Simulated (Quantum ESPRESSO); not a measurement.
# Magnetic state of Nickel from several starts, part 2 of 2

A self-consistent run ends on one state, which hangs on the start. Several orders of Nickel are started in Quantum ESPRESSO and their energies compared.

Quantum ESPRESSO 7.5; LDA; plane waves with GBRV 1.5 LDA potentials, no spin-orbit coupling.

So far, absolute magnetization (μB): step 2 (start 1: ferro +) 0.716.

## Step 3: Run 2, typed as antiferro q=(0,1/2,1/2) +− (continued)

Valence density in the ac plane of the conventional cell at fractional y = 0.000, with atoms of Ni within 0.2 Å of it. It is the smooth field of the valence electrons, not physical close to the nuclei.

Values in e/Å³, 13 rows by 14 columns, each cell a mean:
```
33 20  4  1  0  0  0  0  0  0  0  1  9 27
10  6  2  1  0  0  0  0  0  0  0  1  3  8
 1  1  1  0  0  0  0  0  0  0  0  0  1  1
 0  0  0  0  0  1  1  2  1  1  0  0  0  0
 0  0  0  0  1  3  9 13  7  2  1  0  0  0
 0  0  0  0  2 10 28 35 22  5  1  0  0  0
 0  0  0  0  2 13 33 40 27  6  1  0  0  0
 0  0  0  0  1  5 16 22 12  3  1  0  0  0
 0  0  0  0  1  1  3  4  2  1  0  0  0  0
 1  1  0  0  0  0  1  1  1  0  0  0  0  1
 5  3  1  0  0  0  0  0  0  0  0  1  2  4
24 14  3  1  0  0  0  0  0  0  0  1  6 18
38 28  6  1  0  0  0  0  0  0  0  2 13 34
```
Columns run along a (3.5 Å), rows up along c (3.5 Å), edges of the conventional cell, whose origin can differ from the input's. Atoms in or near the plane, at fractional coordinates: Ni at (0.00, 0.00), Ni at (0.50, 0.50).

## Step 4: Run 3 (antiferro q=(0,0,1/2) +−)

This order needs a doubled cell of 2 atoms.

pw.in reads:

```
&CONTROL
  calculation = 'scf'
  prefix = 'pwscf'
  outdir = './tmp'
  pseudo_dir = './pseudo'
  disk_io = 'nowf'
/
&SYSTEM
  ibrav = 0
  nat = 2
  ntyp = 2
  ecutwfc = 40
  ecutrho = 280
  nbnd = 25
  occupations = 'smearing'
  smearing = 'fd'
  degauss = 0.00734986
  nspin = 2
  starting_magnetization(1) = 0.0556
  starting_magnetization(2) = -0.0556
/
&ELECTRONS
  conv_thr = 4d-09
  electron_maxstep = 150
  mixing_beta = 0.3
/
ATOMIC_SPECIES
Ni1    58.6934 ni_lda_v1.4.uspp.F.UPF
Ni2    58.6934 ni_lda_v1.4.uspp.F.UPF
CELL_PARAMETERS angstrom
   0.0000000000    1.7619350000    1.7619350000
   1.7619350000    0.0000000000    1.7619350000
   3.5238700000    3.5238700000    0.0000000000
ATOMIC_POSITIONS crystal
Ni1     0.0000000000    0.0000000000    0.0000000000
Ni2     0.0000000000    0.0000000000    0.5000000000
K_POINTS automatic
12 12 6 0 0 0
```

Launch:

```console
$ OMP_NUM_THREADS=1 mpirun -n 4 pw.x -nk 4 -in pw.in > pw.out
```

Log:

```text
     [... lines left out ...]
Program PWSCF v.7.5 starts
     [... lines left out ...]
     number of atoms/cell      =            2
     [... lines left out ...]
     number of electrons       =        36.00
     number of Kohn-Sham states=           25
     kinetic-energy cutoff     =      40.0000  Ry
     charge density cutoff     =     280.0000  Ry
     scf convergence threshold =      4.0E-09
     [... lines left out ...]
     12 Sym. Ops., with inversion, found
     [... lines left out ...]
     number of k points=    98  Fermi-Dirac smearing, width (Ry)=  0.0073
     [... lines left out ...]
     iteration # 20     ecut=    40.00 Ry     beta= 0.30
     [... lines left out ...]
     Magnetic moment per site  (integrated on atomic sphere of radius R)
     atom   1 (R=0.412)  charge= 16.7144  magn=  0.0002
     atom   2 (R=0.412)  charge= 16.7144  magn= -0.0002
     [... lines left out ...]
     the Fermi energy is    17.1419 ev
!    total energy              =    -686.38773426 Ry
     estimated scf accuracy    <          1.6E-09 Ry
     smearing contrib. (-TS)   =      -0.01239877 Ry
     [... lines left out ...]
     total magnetization       =    -0.00 Bohr mag/cell
     absolute magnetization    =     0.00 Bohr mag/cell
     convergence has been achieved in  20 iterations
```

Wall time 15 s (4 MPI ranks of Intel Xeon Platinum 8375C at 2.90GHz (Ice Lake), shared host); peak memory 0.32 GiB; 59 s of CPU time.

Spin moment in the atom's sphere by atom:

```tsv
atom	spin moment in the atom's sphere (μB)
Ni1	0.0002
Ni2	-0.0002
```

Read from the output:

* smearing term TS: 0.1687 eV
* magnetization: 0 μB
* absolute magnetization: 0 μB
* final state: non-magnetic

## Step 5: Start 4: no spin polarisation

pw.in reads:

```
&CONTROL
  calculation = 'scf'
  prefix = 'pwscf'
  outdir = './tmp'
  pseudo_dir = './pseudo'
  disk_io = 'nowf'
/
&SYSTEM
  ibrav = 0
  nat = 1
  ntyp = 1
  ecutwfc = 40
  ecutrho = 280
  nbnd = 15
  occupations = 'smearing'
  smearing = 'fd'
  degauss = 0.00734986
/
&ELECTRONS
  conv_thr = 2d-09
  electron_maxstep = 150
  mixing_beta = 0.3
/
ATOMIC_SPECIES
Ni     58.6934 ni_lda_v1.4.uspp.F.UPF
CELL_PARAMETERS angstrom
   0.0000000000    1.7619350000    1.7619350000
   1.7619350000    0.0000000000    1.7619350000
   1.7619350000    1.7619350000    0.0000000000
ATOMIC_POSITIONS crystal
Ni      0.0000000000    0.0000000000    0.0000000000
K_POINTS automatic
12 12 12 0 0 0
```

Log:

```text
     [... lines left out ...]
Program PWSCF v.7.5 starts
     [... lines left out ...]
     number of atoms/cell      =            1
     [... lines left out ...]
     number of electrons       =        18.00
     number of Kohn-Sham states=           15
     kinetic-energy cutoff     =      40.0000  Ry
     charge density cutoff     =     280.0000  Ry
     scf convergence threshold =      2.0E-09
     [... lines left out ...]
     48 Sym. Ops., with inversion, found
     [... lines left out ...]
     number of k points=    72  Fermi-Dirac smearing, width (Ry)=  0.0073
     [... lines left out ...]
     iteration #  9     ecut=    40.00 Ry     beta= 0.30
     [... lines left out ...]
     the Fermi energy is    17.1420 ev
!    total energy              =    -343.19386644 Ry
     estimated scf accuracy    <          1.6E-09 Ry
     smearing contrib. (-TS)   =      -0.00619935 Ry
     [... lines left out ...]
     convergence has been achieved in   9 iterations
```

It took 2 s on 4 MPI ranks; peak memory 0.05 GiB.

Numbers from this step:

| Property | Result |
| --- | --- |
| smearing term TS | 0.08435 eV |
| final state | non-magnetic (no spin polarisation) |

## Step 6: The states side by side

An order is kept where moments of 0.15 μB or more survive with the typed signs; meshes match where a doubled cell samples the same k points as the first cell.

Orders:

```tsv
start	final state	typed order kept	energy over the lowest (meV a seeded atom)	largest site moment (μB)	net moment (μB a cell of the first run)	mesh matched	CPU time (s)
ferro +	ferromagnetic	yes	0	0.6742	0.6426	yes	10.51
antiferro q=(0,1/2,1/2) +-	non-magnetic	no	28.14	0	0	yes	82.48
antiferro q=(0,0,1/2) +-	non-magnetic	no	28.12	0	0	yes	58.74
no spin polarisation	non-magnetic	-	28.13	0	0	yes	7.22
```

## Step 7: Summary of results

```json
{"lowest state found": "ferromagnetic (from ferro +)", "largest site moment": "0.674 μB", "state without moments": "28.1 meV a seeded atom higher"}
```

In words: At this level spin polarisation gains little. 2 starts lost their moments. This is the lowest of 4 collinear or spinless starts, no proof of the ground state. Energies are free energies at an electronic temperature of 1160 K, which lowers moments and differences where the moments are itinerant.

[Logs and program files are shortened in this print: banners, set-up blocks, solver, clock and traceback lines can be left out without a mark of their own.]

[Logs are printed without paths, hosts, clocks, repeated set-up lines and the standing remarks that a program may print on its own settings, such as how far it seeks lower states.]

[Hosts, paths, dates, database ids (printed as entryN), source tags and the programs' standing remarks are cut or masked in the printed files.]

[Where a cell is said to come from a database of computed structures, the database is the Materials Project.]
